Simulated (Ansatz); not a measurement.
# RbVS3 (model cell, started as cubic perovskite with V in the octahedra): the cell at rest

Aim: bring RbVS3 (model cell, started as cubic perovskite with V in the octahedra) to small forces and stress, as phonons need.

Program: Ansatz 0.2.0. Level of theory: DFT PBEsol, scalar-relativistic, plane waves, PAW; PAW set soft_1. Results are calculated unless marked as measured.

The structure was built from a prototype and need not be the compound's stable phase.

### 1. Starting point

It takes space group Pm-3m (No. 221, cubic). Conventional cell: a = 4.665 Å, b = 4.665 Å, c = 4.665 Å, α = 90.00°, β = 90.00°, γ = 90.00°. Nearest to Rb lie 12 S at 3.30 Å. Nearest to V lie 6 S at 2.33 Å. Nearest to S lie 2 V at 2.33 Å and 4 Rb at 3.30 Å. Farther neighbours and most contacts between anions are not listed.

### 2. Probe on a coarse mesh

First a cheap look: the gap decides the mesh and the occupations, the pressure tells how far the cell has to move.

The input, input.yaml:

```yaml
crystal:
  lattice:
    - [4.6648, 0.0, 0.0]
    - [0.0, 4.6648, 0.0]
    - [0.0, 0.0, 4.6648]
  atoms:
    - { symbol: Rb, position: [0.0, 0.0, 0.0] }
    - { symbol: V, position: [0.5, 0.5, 0.5] }
    - { symbol: S, position: [0.5, 0.5, 0.0] }
    - { symbol: S, position: [0.5, 0.0, 0.5] }
    - { symbol: S, position: [0.0, 0.5, 0.5] }
kpoints:
  mp_grid: { grid: [4, 4, 4] }
hamiltonian:
  xc: pbesol
  pseudopotentials: { kind: paw, azcp: { folder: soft_1 }, xc_functional: pbe }
scf:
  occupations: { method: gaussian, width: 0.1 }
output:
  forces: true
  stress: true
  eigenvalues: true
```

On the command line:

```console
ansatz run input.yaml --threads 4 --pin off --max-ram 16384MiB --backend cpu --events-out ev --progress --plain --runs-dir out
```

Numbers of over 12 decimals in the logs are rounded to 6 here.

The program printed:

```text
Engine: ansatz 0.2.0, aarch64-unknown-linux-gnu
Pseudopotentials: kind: paw
Pseudopotential: Rb, paw, valence charge 9, recommended cutoff 420 eV (normal), soft_1/Rb.paw.azcp
Pseudopotential: V, paw, valence charge 13, recommended cutoff 420 eV (normal), soft_1/V.paw.azcp
Pseudopotential: S, paw, valence charge 6, recommended cutoff 420 eV (normal), soft_1/S.paw.azcp
Functional definition: PBEsol
  exchange = pbesol_x
[...]
k-point 0: bands = [... 16 lower, 6.4717, 6.6406, 6.6406, 6.6406, 7.5131, 7.5131, 7.5131, 7.9122, ... 6 higher]
  k-point 1: bands = [... 16 lower, 6.0432, 6.0606, 6.6640, 7.0245, 7.0245, 7.9397, 8.1369, 8.1369, ... 6 higher]
  k-point 2: bands = [... 16 lower, 5.2061, 5.7237, 6.6878, 6.9618, 6.9618, 7.9549, 8.6580, 8.6580, ... 6 higher]
  k-point 9: bands = [... 16 lower, 3.7043, 8.0016, 8.0016, 8.0016, 8.6906, 8.6906, 8.6906, 12.5286, ... 6 higher]
[key lines of the parts left out:]
SCF converged after 7 iterations
Free energy (F): -8760.895617 eV
Fermi energy:    7.703202 eV
P = ⅓ Tr σ = -1.3098 GPa (-13.098 kbar)
```

Wall time 1.2 s (4 threads of Arm Neoverse V1, shared host); peak memory 0.3 GiB; 2.9 s of CPU time.

Numbers from this step:

```
pressure          : -1.310 GPa
volume per atom   : 20.30 Å³
gap on the k-mesh : 0 eV
```

The coarse mesh shows no gap and a pressure of -1.3 GPa.

### 3. Bringing the structure to rest

The cell and atoms are relaxed, since residual forces and stress would shift the frequencies.

Edit input.yaml of step 2 so:

```diff
@@ -12,3 +12,3 @@
 kpoints:
-  mp_grid: { grid: [4, 4, 4] }
+  mp_grid: { grid: [8, 8, 8] }
 hamiltonian:
@@ -22 +22,6 @@
   eigenvalues: true
+relax:
+  adjacent_minimum: "off"
+  f_tol: 0.005
+  max_steps: 80
+  cell: { stress_tol: 0.05 }
```

The program printed:

```text
[...]
Crystal: 5 atoms, lattice volume = 101.508 Å³
Basis set: ecut = 420 eV, 1935 PW (Γ), exchange–correlation on 64×64×64 points (8 copies of the dense FFT grid, shifted against one another)
Bands: 25, of which v1, the nominal top of the filled ones, is band 20 counted from 1 (19 counted from 0)
Symmetry: 48 space group operations
[...]
k-points: 35 of 512
[...]
SCF iter   1: F=—  HF=-8761.345780 eV  |F-HF|=—  |Δ(HF+E_count)|=         —  Δρ=3.30e-2  dr2=1.76e0  ethr=3.10e-3  ⟨swp⟩=6.9  Hψ=4399  notcnv=0
[...]
SCF iter   9: F=-8760.824906 eV  HF=-8760.824906 eV  |F-HF|=4.50e-9  |Δ(HF+E_count)|=  5.38e-10  Δρ=2.36e-6  dr2=8.19e-9  ethr=2.50e-10  ⟨swp⟩=7.7  Hψ=4144  notcnv=0
SCF 1 converged in 9 iterations: F = -8760.824906 eV  dr2 = 8.19e-9
[...]
relax step   1: F+E_penalty+E_count = -8760.82490571 eV  Δ(F+E_penalty+E_count) = +0.000e0 eV  max|allowed force component| = 9.232e-29 eV/Å  Δτ_max = 0.0000 Å  P = -1.082 GPa  Ω = 101.508 Å³  (9 SCF iters, dr2 threshold 1.00e-7 eV, accepted)
Crystal: 5 atoms, lattice volume = 100.357 Å³
[...]
iter 1 solved again at ethr=1.25e-5 eV; its pass at ethr=3.10e-3 eV (dr2=4.99e-3 eV) is discarded
[...]
SCF iter   6: F=-8760.829928 eV  HF=-8760.829928 eV  |F-HF|=2.58e-8  |Δ(HF+E_count)|=   9.85e-8  Δρ=4.59e-6  dr2=3.85e-8  ethr=1.25e-9  ⟨swp⟩=5.4  Hψ=3334  notcnv=0
SCF 2 converged in 6 iterations: F = -8760.829928 eV  dr2 = 3.85e-8
relax step   2: F+E_penalty+E_count = -8760.82992752 eV  Δ(F+E_penalty+E_count) = -5.022e-3 eV  max|allowed force component| = 7.205e-30 eV/Å  Δτ_max = 0.0000 Å  P = -0.219 GPa  Ω = 100.357 Å³  energy of the carried Pulay correction = +3.161e-4 eV  (6 SCF iters, dr2 threshold 5.00e-7 eV, accepted)
Crystal: 5 atoms, lattice volume = 100.069 Å³
[...]
SCF iter   6: F=-8760.830198 eV  HF=-8760.830198 eV  |F-HF|=8.22e-10  |Δ(HF+E_count)|=   6.26e-9  Δρ=8.79e-7  dr2=1.45e-9  ethr=9.42e-11  ⟨swp⟩=2.8  Hψ=3137  notcnv=0
SCF 3 converged in 6 iterations: F = -8760.830198 eV  dr2 = 1.45e-9
relax step   3: F+E_penalty+E_count = -8760.83019815 eV  Δ(F+E_penalty+E_count) = -2.706e-4 eV  max|allowed force component| = 9.690e-30 eV/Å  Δτ_max = 0.0000 Å  P = +0.006 GPa  Ω = 100.069 Å³  energy of the carried Pulay correction = +3.955e-4 eV  (6 SCF iters, dr2 threshold 1.19e-7 eV, accepted)
[...]
SCF iter   1: F=—  HF=-8760.829722 eV  |F-HF|=—  |Δ(HF+E_count)|=         —  Δρ=1.54e-5  dr2=3.41e-8  ethr=2.14e-6  ⟨swp⟩=3.1  Hψ=6776  notcnv=0
eigensolver tolerance schedule: the retry pair's looser diagonalisation over-reported the residual by 25076.53 of it (diagonalisation noise at an unbounded share of the residual, at the tolerance the schedule requests for it); recorded, not acted on — ethr = c·dr2/N_el stays at c = 1.0e-1
[...]
SCF iter   2: F=—  HF=-8760.829832 eV  |F-HF|=—  |Δ(HF+E_count)|=   1.09e-4  Δρ=7.54e-6  dr2=6.76e-9  ethr=8.53e-11  ⟨swp⟩=4.0  Hψ=2661  notcnv=0
[...]
SCF iter   6: F=-8760.829832 eV  HF=-8760.829832 eV  |F-HF|=1.82e-12  |Δ(HF+E_count)|=  3.64e-12  Δρ=2.74e-8  dr2=1.61e-12  ethr=1.00e-12  ⟨swp⟩=4.6  Hψ=3100  notcnv=0
SCF 4 converged in 6 iterations: F = -8760.829832 eV  dr2 = 1.61e-12
relax step   4: F+E_penalty+E_count = -8760.82983177 eV  Δ(F+E_penalty+E_count) = +3.664e-4 eV  max|allowed force component| = 1.087e-29 eV/Å  Δτ_max = 0.0000 Å  P = +0.005 GPa  Ω = 100.069 Å³  stress off target by 4.74e-3 GPa  SCF on the basis re-selected at this cell (its energy is not comparable with the rows above)  (6 SCF iters)
basis re-selected at this cell: Δ(F+E_penalty+E_count) = +3.664e-4 eV, ΔP = -0.001 GPa vs the last step (what re-selecting the basis moved, of the pressure what is left beyond the Pulay correction that the steps carried, after the strain that the cell walked since its last selection, with what the two solves' SCF thresholds leave and, on support functions, any second-order correction that the steps lacked; it is no m [...]
SCF converged after 6 iterations
Free energy (F): -8760.829832 eV
[...]
Internal energy: -8760.803194 eV  (E = F + TS)
E sigma→0 (E₀):  -8760.816513 eV
Entropy (-TS):   -0.026638 eV (-5.328 meV/atom)
Fermi energy:    7.807967 eV
[...]
--- Stress (GPa, compression-positive) ---
        0.004735      -0.000000       0.000000
       -0.000000       0.004735       0.000000
        0.000000       0.000000       0.004735
  P = ⅓ Tr σ = 0.0047 GPa (0.047 kbar)
--- Band table (eV; the first three rows and the last of 35) ---
  k-point 0: bands = [... 16 lower, 6.6257, 6.9218, 6.9218, 6.9218, 7.7114, 7.7114, 7.7114, 8.2521, ... 1 higher]
  k-point 1: bands = [... 16 lower, 6.4901, 6.9293, 7.0517, 7.1876, 7.1876, 7.9192, 7.9192, 8.2638, ... 1 higher]
  k-point 2: bands = [... 16 lower, 6.2008, 6.2303, 6.9477, 7.2162, 7.2162, 8.2836, 8.4129, 8.4129, ... 1 higher]
  k-point 34: bands = [... 16 lower, 3.8594, 8.1885, 8.1885, 8.1885, 9.0302, 9.0302, 9.0302, 12.8164, ... 1 higher]
--- Relaxed structure (3 steps of the walk, 3 accepted, 1 SCFs on fresh bases) ---
  F+E_penalty+E_count = -8760.82983177 eV   max|allowed force component| = 1.087e-29 eV/Å   (the final SCF, on the basis selected at the relaxed cell)
  cell:  # Å, volume = 100.0694 Å³
    - [4.642662, 0, 0]
    - [0, 4.642662, 0.0]
    - [0, 0.0, 4.642662]
  atoms:
    - { symbol: Rb, position: [0, 0, 0] }
    - { symbol: V, position: [0.5, 0.5, 0.5] }
    - { symbol: S, position: [0.5, 0.5, 0] }
    - { symbol: S, position: [0.5, 0, 0.5] }
    - { symbol: S, position: [0, 0.5, 0.5] }
```

The job ended after 5.4 s (4 threads; peak memory 0.41 GiB; 20 s of CPU time).

Relaxation path:

```csv
step,energy less that of the first step (eV),largest force component (eV/Å),pressure (GPa),volume (Å³)
1,0.0000,0.0000,-1.08,101.51
2,-0.0050,0.0000,-0.22,100.36
3,-0.0053,0.0000,0.01,100.07
4*,-0.0049,0.0000,0.00,100.07
```

Relaxation steps marked * repeat the geometry before them on a plane-wave basis chosen anew for their cell, so energy and pressure can jump there.

The run keeps the 48 symmetry operations that it works with, so distortions that break them were not tested.

```csv
"conventional cell, symmetrised",before,after,change
a (Å),4.665,4.643,-0.5 %
b (Å),4.665,4.643,-0.5 %
c (Å),4.665,4.643,-0.5 %
volume (Å³/atom),20.30,20.01,-1.4 %
```

Final coordinates:

```cif
data_structure
_symmetry_space_group_name_H-M 'P 1'
_symmetry_Int_Tables_number 1
_cell_length_a 4.6427
_cell_length_b 4.6427
_cell_length_c 4.6427
_cell_angle_alpha 90.000
_cell_angle_beta 90.000
_cell_angle_gamma 90.000
_cell_volume 100.07
loop_
_atom_site_label
_atom_site_type_symbol
_atom_site_fract_x
_atom_site_fract_y
_atom_site_fract_z
_atom_site_occupancy
Rb1 Rb 0.00000 0.00000 0.00000 1
V2 V 0.50000 0.50000 0.50000 1
S3 S 0.50000 0.50000 0.00000 1
S4 S 0.50000 0.00000 0.50000 1
S5 S 0.00000 0.50000 0.50000 1
```

Numbers from this step:

| Quantity | Value |
| --- | --- |
| pressure | 0.004735 GPa |
| volume per atom | 20.01 Å³ |

In this step the volume went from 20.30 to 20.01 Å³/atom.

### 4. Tight relaxation

Phonons need a cell at rest on their own settings, so the relaxation is repeated with tight tolerances on forces and stress on the k mesh and occupations of the first response run.

input.yaml, the sections that differ from step 3:

```yaml
crystal:
  lattice:
    - [4.6426622666, 0.0, 0.0]
    - [0.0, 4.6426622666, 0.0]
    - [0.0, 0.0, 4.6426622666]
  atoms:
    - { symbol: Rb, position: [0.0, 0.0, 0.0] }
    - { symbol: V, position: [0.5, 0.5, 0.5] }
    - { symbol: S, position: [0.5, 0.5, 0.0] }
    - { symbol: S, position: [0.5, 0.0, 0.5] }
    - { symbol: S, position: [0.0, 0.5, 0.5] }
scf:
  occupations: { method: methfessel_paxton, width: 0.2 }
relax:
  adjacent_minimum: "off"
  f_tol: 0.001
  max_steps: 60
  cell: { stress_tol: 0.01 }
# kpoints, hamiltonian, output: as in step 3
```

The program printed:

```text
[...]
Crystal: 5 atoms, lattice volume = 100.069 Å³
Basis set: ecut = 420 eV, 1935 PW (Γ), exchange–correlation on 64×64×64 points (8 copies of the dense FFT grid, shifted against one another)
Bands: 25, of which v1, the nominal top of the filled ones, is band 20 counted from 1 (19 counted from 0)
[... 1 set-up line as in the run before ...]
[...]
k-points: 35 of 512
[...]
--- Relaxed structure (1 steps of the walk, 1 accepted, 1 SCFs on fresh bases) ---
[...]
cell:  # Å, volume = 100.0694 Å³
    - [4.6426622666, 0.0, 0.0]
    - [0.0, 4.6426622666, 0.0]
    - [0.0, 0.0, 4.6426622666]
  atoms:
    - { symbol: Rb, position: [0.0, 0.0, 0.0] }
    - { symbol: V, position: [0.5, 0.5, 0.5] }
    - { symbol: S, position: [0.5, 0.5, 0.0] }
    - { symbol: S, position: [0.5, 0.0, 0.5] }
    - { symbol: S, position: [0.0, 0.5, 0.5] }
[key lines of the parts left out:]
SCF converged after 7 iterations
Free energy (F): -8760.825600 eV
Fermi energy:    7.811124 eV
P = ⅓ Tr σ = 0.0064 GPa (0.064 kbar)
```

Elapsed: 3.8 s, on 4 threads; peak memory 0.38 GiB.

Little changed from the start: no atom moved by 0.005 Å and no cell edge by 0.1 %.

This step gave:

| Quantity | Value |
| --- | --- |
| pressure | 0.006418 GPa |

The forces vanish by symmetry and the pressure is 0.006 GPa, within the tolerances set. The cell now holds 20.01 Å³/atom.

### 5. Results

```
space group after relaxation (within 0.01 Å) : Pm-3m
lattice constant a                           : 4.643 Å
lattice constant b                           : 4.643 Å
lattice constant c                           : 4.643 Å
volume per atom                              : 20.0 Å³
```

The forces vanish by symmetry and the pressure is 0.006 GPa, within the tolerances set. The cell now holds 20.01 Å³/atom. The relaxation keeps the symmetry of its start, so it says nothing on stability against lower symmetry. The runs are without spin polarisation, although V often carries a moment. The PAW files were made for PBE and serve the other functionals too. The starting cell was built on a prototype and not taken from a measurement, so the phase need not exist.

[Logs are printed without paths, hosts, clocks, repeated set-up lines and the standing remarks that a program may print on its own settings, such as how far it seeks lower states.]

[Hosts, paths, dates, database ids (printed as entryN), source tags and the programs' standing remarks are cut or masked in the printed files.]
